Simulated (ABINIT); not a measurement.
# MoS2 (P6_3/mmc): one start, several treatments of the self-energy, part 2 of 2

Wanted: the gap of MoS2 (P6_3/mmc) under several approximations, with cost.

ABINIT 10.8.3; PBE and many-body steps on it, plane waves. Known limits of the many-body steps: not at the basis limit; no spin-orbit coupling; coarse k mesh.

So far. Step 5 (G0W0, Hybertsen-Louie plasmon pole): Against G0W0 in ABINIT (6×6×1 mesh, 254 bands, screening to 152.4 eV, Godby-Needs plasmon pole), the gap moves by −0.004 eV. Step 6 (G0W0, von der Linden-Horsch plasmon pole): Against G0W0 in ABINIT (6×6×1 mesh, 254 bands, screening to 152.4 eV, Godby-Needs plasmon pole), the gap moves by +0.022 eV.

The database entry behind the starting cell differs from later determinations by our own check (about 0.3 % long), so it need not match the best structure at ambient conditions.

### Step 7. G0W0, Engel-Farid plasmon pole

Level of this step: G0W0 on PBE, plane waves, norm-conserving pseudopotentials (ABINIT).

The input, run.abi:

```
acell 3*1.0 Angstrom
rprim 
  3.169000000004 -0.000000000001 0.000000000000
  -1.584500000001 2.744434504597 0.000000000000
  0.000000000000 0.000000000000 12.324000000000
ntypat 2
znucl 42 16
natom 6
typat 1 1 2 2 2 2
xred 
  0.333333333333 0.666666666667 0.250000000000
  0.666666666667 0.333333333333 0.750000000000
  0.333333333333 0.666666666667 0.623000000000
  0.666666666667 0.333333333333 0.123000000000
  0.333333333333 0.666666666667 0.877000000000
  0.666666666667 0.333333333333 0.377000000000
pp_dirpath "pseudos"
pseudos "Mo.upf, S.upf"
ecut 36
ngkpt 6 6 1
nshiftk 1
shiftk 0 0 0
kptopt 1
chksymbreak 0
istwfk *1
occopt 1
irdwfk 1
optdriver 4
nband 254
gwcalctyp 0
ecutsigx 36
symsigma 1
nkptgw 3
kptgw 
  0.0000000000 0.0000000000 0.0000000000
  0.1666666667 0.1666666667 0.0000000000
  0.3333333333 0.3333333333 0.0000000000
bdgw 
  25 28
  25 28
  25 28
ecuteps 5.6
irdscr 1
ppmodel 4
indata_prefix "in"
outdata_prefix "out"
tmpdata_prefix "tmp"
```

On the command line:

```bash
$ OMP_NUM_THREADS=1 mpirun -n 8 abinit run.abi > log
```

Numbers of over 12 decimals in the logs are rounded to 6 here.

Output:

```text
.Version 10.8.3 of ABINIT. v10.8.2 released Aug 2026.

 Symmetries : space group P6_3/m m c (#194); Bravais hP (primitive hexag.)
[... echo of the input left out ...]
== DATASET  1 ==================================================================
-   mpi_nproc: 8, omp_nthreads: 1 (-1 if OMP is not activated)

--- !DatasetInfo
iteration_state: {dtset: 1, }
dimensions: {natom: 6, nkpt: 7, mband: 254, nsppol: 1, nspinor: 1, nspden: 1, mpw: 7481, }
cutoff_energies: {ecut:  36.0, pawecutdg:  -1.0, }
[...]
Band     E0 <VxcDFT>   SigX SigC(E0)      Z dSigC/dE  Sig(E)    E-E0       E
[...]
27   9.486 -17.609 -13.378  -3.708   0.787  -0.271 -17.198   0.411   9.898
       28   9.486 -17.609 -13.378  -3.708   0.787  -0.271 -17.198   0.411   9.898

== END DATASET(S) ==============================================================
================================================================================

 -outvars: echo values of variables after computation  --------
           etotal      0.0000000000E+00
            nband         254
             nkpt           7
          spgroup         194
 [... the other variables as echoed above ...]

 Calculation completed.
```

The job ended after 65 s (8 MPI ranks of AMD EPYC 7R43, shared host; peak memory 2.5 GiB).

Numbers from this step:

- G0W0 gap on the points computed: 1.248 eV
- starting gap on the mesh: 0.8887 eV
- k of the valence top: 0, 0, 0
- k of the conduction bottom: 0.1667, 0.1667, 0
- least direct G0W0 gap on the computed points: 2.172 eV

Against G0W0 in ABINIT (6×6×1 mesh, 254 bands, screening to 152.4 eV, Godby-Needs plasmon pole), the gap moves by +0.033 eV.

### Step 8. One-shot SEX

This step: one-shot SEX on PBE, plane waves, norm-conserving pseudopotentials.

run.abi: that of step 7 with these lines changed.

```diff
@@ -29,3 +29,3 @@
 nband 254
-gwcalctyp 0
+gwcalctyp 6
 ecutsigx 36
@@ -43,3 +43,2 @@
 irdscr 1
-ppmodel 4
 indata_prefix "in"
```

Output:

```text
.Version 10.8.3 of ABINIT. v10.8.2 released Aug 2026.

 Symmetries : space group P6_3/m m c (#194); Bravais hP (primitive hexag.)
[... echo of the input left out ...]
== DATASET  1 ==================================================================
-   mpi_nproc: 8, omp_nthreads: 1 (-1 if OMP is not activated)

--- !DatasetInfo
iteration_state: {dtset: 1, }
dimensions: {natom: 6, nkpt: 7, mband: 254, nsppol: 1, nspinor: 1, nspden: 1, mpw: 7481, }
cutoff_energies: {ecut:  36.0, pawecutdg:  -1.0, }
[...]
Band     E0 <VxcDFT>   SigX SigC(E0)      Z dSigC/dE  Sig(E)    E-E0       E
[...]
27   9.486 -17.609 -13.378   7.342   1.000   0.000  -6.036  11.572  21.059
       28   9.486 -17.609 -13.378   7.342   1.000   0.000  -6.036  11.572  21.059

== END DATASET(S) ==============================================================
================================================================================

 -outvars: echo values of variables after computation  --------
           etotal      0.0000000000E+00
            nband         254
             nkpt           7
          spgroup         194
 [... the other variables as echoed above ...]

 Calculation completed.
```

Wall time 19 s (8 MPI ranks); peak memory 1.9 GiB; 2.4 min of CPU time.

Numbers from this step:

* quasiparticle gap on the points computed: 0.7580 eV
* starting gap on the mesh: 0.8887 eV
* k of the valence top: 0, 0, 0
* k of the conduction bottom: 0.1667, 0.1667, 0
* least direct quasiparticle gap on the computed points: 2.438 eV

Against G0W0 in ABINIT (6×6×1 mesh, 254 bands, screening to 152.4 eV, Godby-Needs plasmon pole), the gap moves by −0.457 eV.

### Step 9. One-shot COHSEX

This step: one-shot COHSEX on PBE, plane waves, norm-conserving pseudopotentials.

run.abi: that of step 8 with these lines changed.

```diff
@@ -29,3 +29,3 @@
 nband 254
-gwcalctyp 6
+gwcalctyp 7
 ecutsigx 36
```

Output:

```text
.Version 10.8.3 of ABINIT. v10.8.2 released Aug 2026.

 Symmetries : space group P6_3/m m c (#194); Bravais hP (primitive hexag.)
[... echo of the input left out ...]
== DATASET  1 ==================================================================
-   mpi_nproc: 8, omp_nthreads: 1 (-1 if OMP is not activated)

--- !DatasetInfo
iteration_state: {dtset: 1, }
dimensions: {natom: 6, nkpt: 7, mband: 254, nsppol: 1, nspinor: 1, nspden: 1, mpw: 7481, }
cutoff_energies: {ecut:  36.0, pawecutdg:  -1.0, }
[...]
Band     E0 <VxcDFT>   SigX SigC(E0)      Z dSigC/dE  Sig(E)    E-E0       E
[...]
27   9.486 -17.609 -13.378  -5.980   1.000   0.000 -19.358  -1.750   7.737
       28   9.486 -17.609 -13.378  -5.980   1.000   0.000 -19.358  -1.750   7.737

== END DATASET(S) ==============================================================
================================================================================

 -outvars: echo values of variables after computation  --------
           etotal      0.0000000000E+00
            nband         254
             nkpt           7
          spgroup         194
 [... the other variables as echoed above ...]

 Calculation completed.
```

The job ended after 17 s (8 MPI ranks; peak memory 2 GiB).

This step gave:

```
quasiparticle gap on the points computed              : 1.509 eV
starting gap on the mesh                              : 0.8887 eV
k of the valence top                                  : 0, 0, 0
k of the conduction bottom                            : 0.1667, 0.1667, 0
least direct quasiparticle gap on the computed points : 2.302 eV
```

Against G0W0 in ABINIT (6×6×1 mesh, 254 bands, screening to 152.4 eV, Godby-Needs plasmon pole), the gap moves by +0.294 eV.

### Step 10. One-shot Hartree-Fock

This step: one-shot Hartree-Fock on PBE, plane waves, norm-conserving pseudopotentials.

run.abi: that of step 9 with these lines changed.

```diff
@@ -28,4 +28,4 @@
 optdriver 4
-nband 254
-gwcalctyp 7
+nband 30
+gwcalctyp 5
 ecutsigx 36
@@ -41,4 +41,4 @@
   25 28
-ecuteps 5.6
-irdscr 1
+ixc_sigma 40
+fftgw 31
 indata_prefix "in"
```

Output:

```text
.Version 10.8.3 of ABINIT. v10.8.2 released Aug 2026.

 Symmetries : space group P6_3/m m c (#194); Bravais hP (primitive hexag.)
[... echo of the input left out ...]
== DATASET  1 ==================================================================
-   mpi_nproc: 8, omp_nthreads: 1 (-1 if OMP is not activated)

--- !DatasetInfo
iteration_state: {dtset: 1, }
dimensions: {natom: 6, nkpt: 7, mband: 30, nsppol: 1, nspinor: 1, nspden: 1, mpw: 7481, }
cutoff_energies: {ecut:  36.0, pawecutdg:  -1.0, }
[...]
Band     E0 <VxcDFT>   SigX SigC(E0)      Z dSigC/dE  Sig(E)    E-E0       E
[...]
27   9.486 -17.609 -13.378   0.000   1.000   0.000 -13.378   4.231  13.717
       28   9.486 -17.609 -13.378   0.000   1.000   0.000 -13.378   4.231  13.717

== END DATASET(S) ==============================================================
================================================================================

 -outvars: echo values of variables after computation  --------
           etotal      0.0000000000E+00
            nband          30
             nkpt           7
          spgroup         194
 [... the other variables as echoed above ...]

 Calculation completed.
```

The job ended after 15 s (8 MPI ranks; peak memory 1.6 GiB).

This step gave:

* quasiparticle gap on the points computed: 5.659 eV
* starting gap on the mesh: 0.8887 eV
* k of the valence top: 0, 0, 0
* k of the conduction bottom: 0.1667, 0.1667, 0
* least direct quasiparticle gap on the computed points: 6.459 eV

Against G0W0 in ABINIT (6×6×1 mesh, 254 bands, screening to 152.4 eV, Godby-Needs plasmon pole), the gap moves by +4.444 eV.

### Step 11. The runs together

Times are wall times on 8 MPI ranks of AMD EPYC 7R43, shared host, good to a factor of about two. A run's time includes the screening step that it read.

| run | mesh | bands | screening cutoff (eV) | DFT gap (eV) | gap on the mesh (eV) | direct (eV) | ε∞ used | time |
| --- | --- | --- | --- | --- | --- | --- | --- | --- |
| G0W0, Godby-Needs plasmon pole | 6×6×1 | 254 | 152.4 | 0.889 | 1.215 | 2.133 | 14.47 | 6.8 min |
| G0W0, Hybertsen-Louie plasmon pole | 6×6×1 | 254 | 152.4 | 0.889 | 1.211 | 2.169 | 14.47 | 6.6 min |
| G0W0, von der Linden-Horsch plasmon pole | 6×6×1 | 254 | 152.4 | 0.889 | 1.237 | 2.233 | 14.47 | 5.9 min |
| G0W0, Engel-Farid plasmon pole | 6×6×1 | 254 | 152.4 | 0.889 | 1.248 | 2.172 | 14.47 | 5.7 min |
| one-shot SEX | 6×6×1 | 254 | 152.4 | 0.889 | 0.758 | 2.438 | 14.47 | 5 min |
| one-shot COHSEX | 6×6×1 | 254 | 152.4 | 0.889 | 1.509 | 2.302 | 14.47 | 5 min |
| one-shot Hartree-Fock | 6×6×1 | - | - | 0.889 | 5.659 | 6.459 | - | 15 s |

### Step 12. Outcome

* G0W0, Godby-Needs plasmon pole: 1.215 eV
* G0W0, Hybertsen-Louie plasmon pole: 1.211 eV
* G0W0, von der Linden-Horsch plasmon pole: 1.237 eV
* G0W0, Engel-Farid plasmon pole: 1.248 eV
* one-shot SEX: 0.758 eV
* one-shot COHSEX: 1.509 eV
* one-shot Hartree-Fock: 5.659 eV
* known limits: not at the basis limit; no spin-orbit coupling; coarse k mesh

In words: G0W0, Hybertsen-Louie plasmon pole: −0.004 eV against G0W0, Godby-Needs plasmon pole. G0W0, von der Linden-Horsch plasmon pole: +0.022 eV against G0W0, Godby-Needs plasmon pole. G0W0, Engel-Farid plasmon pole: +0.033 eV against G0W0, Godby-Needs plasmon pole. One-shot SEX: −0.457 eV against G0W0, Godby-Needs plasmon pole. One-shot COHSEX: +0.294 eV against G0W0, Godby-Needs plasmon pole. One-shot Hartree-Fock: +4.444 eV against G0W0, Godby-Needs plasmon pole. Bare exchange alone opens the gap to 5.66 eV; against G0W0, correlation takes back 4.44 eV. Static COHSEX lies above G0W0: it lacks the factor Z and overstates the Coulomb hole of the filled states. Bands and cutoff are finite, so the gap is not at the basis limit. The miss can reach some tenths of an eV and take either sign; the mesh is an error of its own. In the G0W0 runs levels were corrected at 3 k points alone, so a gap called «on the mesh» is the least over those, and an edge elsewhere would be missed. The 6×6×1 mesh is coarse for this cell, which bears on the long-range parts of exchange and screening. The many-body steps are scalar-relativistic: spin-orbit coupling is not in them.

[Paths, hosts, dates, memory and timing lines, banners, echoed tables and standing remarks are left out of the program output.]

[Logs are printed without paths, hosts, clocks, repeated set-up lines and the standing remarks that a program may print on its own settings, such as how far it seeks lower states.]

[Runs of the session that timed out or met a known fault of the program may be left out.]

[Hosts, paths, dates, database ids (printed as entryN), source tags and the programs' standing remarks are cut or masked in the printed files.]

[G0W0 gaps are taken among the corrected bands and points alone; a level outside them can change the order at an edge.]

[Where Ansatz stands beside ABINIT at settings called matched, ABINIT's density can come from a denser mesh and the files from another edition; pairs whose starting gaps differed by over 0.03 eV were left out, so agreement reads better than it is.]
